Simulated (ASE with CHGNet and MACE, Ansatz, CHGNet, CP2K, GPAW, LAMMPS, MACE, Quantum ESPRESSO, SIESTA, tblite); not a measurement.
## Running liquid (Rb,Cs)Cl at 1000 K (84 atoms) with machine-learned potentials

Aim: run liquid (Rb,Cs)Cl at 1000 K (84 atoms) in machine-learned potentials and see how near its forces come to a plane-wave reference, and at what cost.

Method: the method is named at each step, in ASE with CHGNet and MACE.

## Step 1: Starting point

The cell holds 84 atoms: 25 Rb, 17 Cs and 42 Cl. Its edges and angles: a = 15.586 Å, b = 15.586 Å, c = 15.586 Å, α = 90.0°, β = 90.0°, γ = 90.0°. 84 atoms (25 Rb, 17 Cs, 42 Cl) placed at random at 2.58 g/cm³, melted at 1800 K for 10 ps at fixed volume with the Lennard-Jones and Coulomb ion parameters for SPC/E (Joung and Cheatham, J. Phys. Chem. B 112, 9020 (2008)), full charges. Snapshot at the end of a hold of 20 ps at 1000 K and fixed volume.

The yardstick, on the same geometry:

| Item | Value |
| --- | --- |
| method | Kohn-Sham DFT, PBE, PAW, plane waves (Ansatz 0.2.0); cutoff 420 eV, Γ point, fermi-dirac smearing of 0.05 eV; PAW set soft_2 |
| r.m.s. force component | 0.3246 eV/Å |
| longest force | 1.643 eV/Å |
| pressure | 0.777 GPa |
| gap (highest filled to lowest empty level) | 3.753 eV |
| SCF cycles | 7 |
| time | 23 s on 8 threads of Arm Neoverse V2, shared host |
| CPU time | 3 min |

## Step 2: CHGNet 0.3.0 potential

Method: machine-learned interatomic potential CHGNet 0.3.0, trained on PBE(+U) plane-wave data.

Input file run.py:

```python
import numpy as np
from ase.io import read
import mlip  # loads the published weights by name

atoms = read("structure.xyz")
atoms.calc = mlip.calc("chgnet-0.3.0")
energy = atoms.get_potential_energy()
forces = atoms.get_forces()
print(f"energy {energy:.6f} eV")
print("forces (eV/A)")
for i, (a, f) in enumerate(zip(atoms, forces)):
    print(f"{i:4d} {a.symbol:2s} {f[0]:10.5f} {f[1]:10.5f} {f[2]:10.5f}")
stress = -atoms.get_stress(voigt=False) * 160.21766
print("stress (GPa, compression positive)")
for row in stress:
    print(" ".join(f"{x:10.4f}" for x in row))
```

Input file structure.xyz:

```xyz
84
Lattice="15.58600 0.00000 0.00000 0.00000 15.58600 0.00000 0.00000 0.00000 15.58600" Properties=species:S:1:pos:R:3 pbc="T T T"
Rb 9.02227 3.63824 5.95946
Rb 14.50418 9.62654 3.97505
Rb 7.80905 14.57665 1.87796
Rb 7.11485 7.86922 8.91800
Rb 15.06387 12.83601 7.01136
Rb 2.43391 13.96552 9.93919
Rb 8.22504 11.77460 11.39570
Rb 5.39166 14.97503 13.80140
Rb 10.14929 2.37344 0.75701
Rb 15.56699 3.94326 1.70339
Rb 9.13386 7.19185 12.70508
Rb 12.09489 14.70009 9.15132
Rb 8.86064 7.60176 2.23410
Rb 3.05548 1.75187 15.13494
Rb 0.24439 1.62671 12.14710
Rb 13.07245 4.26947 14.20072
Rb 7.22598 14.32852 7.53349
Rb 5.15663 10.30546 15.06028
Rb 11.42360 6.46133 4.69388
Rb 10.48953 12.20711 5.05968
Rb 5.17284 4.00513 8.78411
Rb 1.53397 13.06278 0.82746
Rb 3.42689 1.00015 4.55516
Rb 9.06793 9.61984 7.12405
Rb 3.27633 9.71865 10.58258
Cs 12.22909 14.78815 14.27039
Cs 2.21555 5.16458 5.15756
Cs 10.15085 11.74062 0.62422
Cs 15.37247 11.95259 13.05717
Cs 6.05485 3.08509 2.65710
Cs 0.87297 6.64306 11.42703
Cs 13.07603 9.07308 14.89133
Cs 13.85517 15.49576 3.18547
Cs 12.13370 10.61734 9.89820
Cs 11.11126 4.18843 10.20041
Cs 5.29971 4.53755 13.12061
Cs 14.80343 6.96242 8.06077
Cs 4.25077 13.26275 4.24344
Cs 4.40258 9.46320 4.84460
Cs 1.97833 7.33462 0.13108
Cs 14.93295 2.06094 7.42766
Cs 8.58461 1.66677 12.30172
Cl 10.96195 14.58039 1.62001
Cl 3.91427 6.50497 10.10908
Cl 9.47395 8.98486 10.12373
Cl 12.57104 9.51946 7.03256
Cl 4.27555 1.45994 11.84474
Cl 1.30954 4.10535 14.25090
Cl 3.20900 4.32309 2.27571
Cl 11.28271 9.58445 3.36907
Cl 12.10113 11.82105 12.81216
Cl 9.42844 4.53615 2.93141
Cl 0.74298 9.00263 13.23937
Cl 4.96601 12.03769 11.88401
Cl 10.55266 5.64198 14.93747
Cl 12.75652 4.42907 7.25715
[... 24 atom lines left out ...]
Cl 4.31420 13.97441 7.31030
Cl 5.01324 4.16022 5.49204
Cl 0.59414 11.29175 9.82464
Cl 1.39074 8.27835 5.37951
```

Run with:

```bash
$ OMP_NUM_THREADS=1 python run.py > output.txt
```

Output:

```text
CHGNet v0.3.0 initialized with 412,525 parameters
CHGNet will run on cpu
energy -289.867188 eV
forces (eV/A)
   0 Rb   -0.11955   -0.39737    0.29216
   1 Rb    0.06384   -0.01237   -0.09401
   2 Rb   -0.25294    0.00117   -0.13266
   3 Rb   -0.77090   -1.19733    0.40060
   4 Rb    0.30756   -0.26228    0.19584
   5 Rb    0.41426    0.04876    0.02527
   6 Rb   -0.06259    0.01246    0.39564
   7 Rb   -0.02090   -0.40985    0.00933
   8 Rb    0.18176    0.05769   -0.16659
   9 Rb    0.17476    0.30978    0.22212
  10 Rb   -0.05845    0.38996    0.34900
  11 Rb   -0.60437    0.32003    0.06697
  12 Rb   -0.13495    0.13986   -0.45987
  13 Rb    0.07989    0.43006    0.10112
  14 Rb    0.00891    0.35721   -0.22996
  15 Rb    0.40226    0.20521   -0.12522
  16 Rb    0.29823    0.25918    0.07538
  17 Rb   -0.04700   -0.04492   -0.21625
  18 Rb    0.42450    0.01940    0.13217
  19 Rb    0.13646    0.24871   -0.19846
  20 Rb   -0.23829   -0.24902   -0.08352
  21 Rb   -0.41759    0.49467    0.18112
  22 Rb   -0.34493    0.32225    0.25028
  23 Rb    0.47206    0.30191   -0.39756
[...]
76 Cl    0.28042   -0.09197   -0.26037
  77 Cl   -0.34017   -0.12104    0.15258
  78 Cl    0.11361    0.11132    0.10109
  79 Cl   -0.32105    0.00692   -0.34073
  80 Cl   -0.49248    0.13827    0.31090
  81 Cl    0.89931   -0.36889    0.59199
  82 Cl   -0.06933   -0.00315   -0.21067
  83 Cl   -0.24732    0.18121    0.17886
stress (GPa, compression positive)
    0.5757    -0.0267     0.0737
   -0.0267     0.7667     0.1421
    0.0737     0.1421     0.5832
```

The job ended after 3.6 s (1 thread of Arm Neoverse V2, shared host; peak memory 0.48 GiB).

Banners, paths, timers and routine set-up lines are dropped from the logs unmarked, and long logs keep their key lines alone; longer cuts are marked.

Against the reference:

* r.m.s. force component: 0.3176 eV/Å
* r.m.s. difference of force components: 54.4 meV/Å
* longest difference of force vectors: 201.4 meV/Å
* force difference over r.m.s. force: 16.76 %
* slope of forces against the reference's: 0.9649
* correlation of force components: 0.9859
* pressure: 0.6419 GPa
* pressure difference: -0.1351 GPa

Length of the force difference by element (eV/Å):

```
element  atoms   mean  most
     Cl     42  0.079  0.17
     Cs     17  0.087  0.20
     Rb     25  0.094  0.16
```

A closer look about Rb15, picked at random: 9 atoms, nearest first, numbered in the order of the input, with positions taken from that point.

```
atom      x      y      z  distance (Å)     Fx     Fy  Fz (eV/Å)
Rb15   0.00   0.00   0.00          0.00   0.01   0.36      -0.23
Cl68   0.91  -2.05   1.90          2.94   0.01  -0.51       0.00
Cl76  -0.80  -2.12  -2.46          3.35   0.26   0.08       0.18
Cl48   1.07   2.48   2.10          3.42  -0.33   0.15      -0.36
Cl47   4.03  -0.17  -0.30          4.05  -0.23   0.13      -0.17
Rb14   2.81   0.13   2.99          4.10   0.08   0.43       0.10
Rb16  -2.76   2.64   2.05          4.34   0.40   0.21      -0.13
Cl74  -4.31   0.25   0.88          4.41   0.41   0.49      -0.23
 Rb6   2.19  -3.25  -2.21          4.50   0.41   0.05       0.03
```

Atoms are counted from 1 here, from 0 in the log.

Forces lie 17 % from the reference's, at 0.016 times its CPU time (on 1 against 8 cores).

## Step 3: CHGNet r2SCAN potential

Method: machine-learned interatomic potential CHGNet r2SCAN, trained on r2SCAN plane-wave data.

run.py: that of step 2 with these lines changed.

```diff
@@ -5,3 +5,3 @@
 atoms = read("structure.xyz")
-atoms.calc = mlip.calc("chgnet-0.3.0")
+atoms.calc = mlip.calc("chgnet-r2scan")
 energy = atoms.get_potential_energy()
```

structure.xyz is that of step 2.

Output:

```text
CHGNet vr2scan initialized with 412,525 parameters
CHGNet will run on cpu
energy -1201.320068 eV
forces (eV/A)
   0 Rb   -0.11134   -0.29418    0.21922
   1 Rb    0.02827   -0.02037   -0.08739
   2 Rb   -0.20904   -0.00325   -0.12329
   3 Rb   -0.61582   -0.98367    0.30818
   4 Rb    0.24159   -0.18677    0.14602
   5 Rb    0.33850    0.01424    0.02807
   6 Rb   -0.04544    0.01227    0.32716
   7 Rb   -0.00872   -0.27982    0.04027
   8 Rb    0.14907    0.01667   -0.19126
   9 Rb    0.17544    0.24587    0.15712
  10 Rb   -0.05360    0.28489    0.28803
  11 Rb   -0.44539    0.24073    0.01390
  12 Rb   -0.06770    0.11538   -0.36878
  13 Rb    0.11531    0.34647    0.06011
  14 Rb    0.03877    0.30026   -0.13675
  15 Rb    0.30841    0.13963   -0.06773
  16 Rb    0.21100    0.21436    0.01572
  17 Rb   -0.01160   -0.06468   -0.20171
  18 Rb    0.28873    0.03366    0.07782
  19 Rb    0.08586    0.18076   -0.17277
  20 Rb   -0.18805   -0.17362   -0.02497
  21 Rb   -0.31151    0.38024    0.15684
  22 Rb   -0.19746    0.20303    0.15235
  23 Rb    0.40459    0.26963   -0.31485
[...]
76 Cl    0.21707   -0.11698   -0.22909
  77 Cl   -0.25281   -0.12113    0.22133
  78 Cl    0.09331    0.08974    0.09203
  79 Cl   -0.26677    0.02207   -0.32153
  80 Cl   -0.38516    0.09014    0.25209
  81 Cl    0.75837   -0.28253    0.50907
  82 Cl   -0.07345   -0.01076   -0.18032
  83 Cl   -0.21335    0.18691    0.16071
stress (GPa, compression positive)
    0.0765    -0.0419     0.0469
   -0.0419     0.2360     0.1227
    0.0469     0.1227     0.1104
```

It took 2.8 s on 1 thread; peak memory 0.49 GiB.

Compared with the plane-wave run:

```
r.m.s. force component                  : 0.2546 eV/Å
r.m.s. difference of force components   : 90.5 meV/Å
longest difference of force vectors     : 443.3 meV/Å
force difference over r.m.s. force      : 27.89 %
slope of forces against the reference's : 0.7687
correlation of force components         : 0.9801
pressure                                : 0.141 GPa
pressure difference                     : -0.636 GPa
```

Against the first run (17 %), the force difference from the reference is 28 %, at 0.97 times the CPU time; this potential was trained at another functional than the reference's, which explains only part of so large a difference.

## Step 4: MACE MP-0b3 medium potential

Method: machine-learned interatomic potential MACE MP-0b3 medium, trained on PBE(+U) plane-wave data.

run.py: that of step 3 with these lines changed.

```diff
@@ -5,3 +5,3 @@
 atoms = read("structure.xyz")
-atoms.calc = mlip.calc("chgnet-r2scan")
+atoms.calc = mlip.calc("mace-mp-0b3-medium")
 energy = atoms.get_potential_energy()
```

structure.xyz is that of step 3.

Output:

```text
energy -262.009284 eV
forces (eV/A)
   0 Rb   -0.13246   -0.33412    0.16788
   1 Rb    0.02609   -0.00829   -0.10005
   2 Rb   -0.31551    0.01717   -0.10058
   3 Rb   -0.90819   -1.37780    0.49350
   4 Rb    0.23262   -0.30953    0.31039
   5 Rb    0.38670    0.04899    0.10573
   6 Rb   -0.00396   -0.02316    0.35758
   7 Rb   -0.05730   -0.39253    0.02532
   8 Rb    0.13030    0.09680   -0.15165
   9 Rb    0.21315    0.37659    0.14666
  10 Rb   -0.01938    0.41841    0.35091
  11 Rb   -0.72262    0.24806   -0.00712
  12 Rb   -0.13614    0.14221   -0.44170
  13 Rb    0.11633    0.43969   -0.01332
  14 Rb    0.02906    0.33198   -0.24334
  15 Rb    0.46933    0.18313   -0.11431
  16 Rb    0.35649    0.29703    0.03768
  17 Rb    0.06063   -0.01599   -0.26478
  18 Rb    0.37242    0.05040    0.16237
  19 Rb    0.16760    0.28348   -0.14148
  20 Rb   -0.21022   -0.23424    0.01229
  21 Rb   -0.51464    0.58005    0.19929
  22 Rb   -0.27649    0.36474    0.24521
  23 Rb    0.67080    0.41226   -0.45796
[...]
76 Cl    0.34770   -0.10717   -0.30076
  77 Cl   -0.27759   -0.14519    0.11692
  78 Cl    0.14056    0.08684    0.09848
  79 Cl   -0.36497    0.00654   -0.36250
  80 Cl   -0.52633    0.11091    0.24153
  81 Cl    0.79007   -0.37216    0.63927
  82 Cl   -0.06689   -0.11216   -0.19008
  83 Cl   -0.19562    0.20875    0.16398
stress (GPa, compression positive)
    0.2179    -0.0471     0.0465
   -0.0471     0.4507     0.1546
    0.0465     0.1546     0.2809
```

Elapsed: 6.4 s, on 1 thread; peak memory 0.72 GiB.

Against the reference:

```
r.m.s. force component                  : 0.3352 eV/Å
r.m.s. difference of force components   : 37.53 meV/Å
longest difference of force vectors     : 111.9 meV/Å
force difference over r.m.s. force      : 11.56 %
slope of forces against the reference's : 1.027
correlation of force components         : 0.994
pressure                                : 0.3165 GPa
pressure difference                     : -0.4605 GPa
```

Against the first run (17 %), the force difference from the reference is 12 %, at 2.2 times the CPU time.

## Step 5: The ladder

Differences are against the plane-wave reference, forces as r.m.s. over components; share is that over the reference's r.m.s. force, slope the least-squares factor from reference forces to these. Total energies of different programs have different zeros and aren't compared.

```
                         run  Δ force, r.m.s. (meV/Å)  share (%)  slope  Δ pressure (GPa)  cores  CPU time  memory (GiB)
                   reference                        -          -      -                 -      8     3 min           4.5
      CHGNet 0.3.0 potential                     54.4       16.8  0.965            -0.135      1     2.8 s          0.48
     CHGNet r2SCAN potential                     90.5       27.9  0.769            -0.636      1     2.8 s          0.49
MACE MP-0b3 medium potential                     37.5       11.6  1.027            -0.461      1     6.4 s          0.72
```

Times of the machine-learned potentials are mostly Python's start and the loading of weights.

CPU time is summed over cores on a shared host, where runs went side by side, so it is rough. Symmetry, cutoffs, thresholds, outputs and thread counts weren't matched or tuned between programs; memory under MPI is the largest rank's times the ranks.

## Step 6: What came out

| Quantity | Value |
| --- | --- |
| nearest in forces | MACE MP-0b3 medium potential, 12 % |
| its CPU time | 6.4 s |

**Reading.** Machine-learned potentials differ by 12 % (MACE MP-0b3 medium potential) to 28 % (CHGNet r2SCAN potential); they were trained on other programs' data, some at another functional. CHGNet r2SCAN potential softens the forces by a factor of 0.77 while following their directions (correlation 0.980); the slopes of the 2 CHGNet runs lie between 0.77 and 0.96. The frame stands for 1000 K, but pressures are static and levels are smeared at 580 K. The network of bonds at the start is that of the classical potential that made the cell, and needn't be the one that DFT or experiment would give. The ion parameters were fitted for water, not for melts, so the starting structure of this cell may lie well off the real melt's. The electronic-structure runs sample only Γ, in a cell whose shortest periodic width is 16 Å. Spin–orbit coupling is left out, which matters for the levels of the heavy elements.

[Also dropped from logs without a mark: logging warnings of Python, and SIESTA's first energy breakdown and zero terms.]

[Logs are printed without paths, hosts, clocks, repeated set-up lines and the standing remarks that a program may print on its own settings, such as how far it seeks lower states.]

[Hosts, paths, dates, database ids (printed as entryN), source tags and the programs' standing remarks are cut or masked in the printed files.]
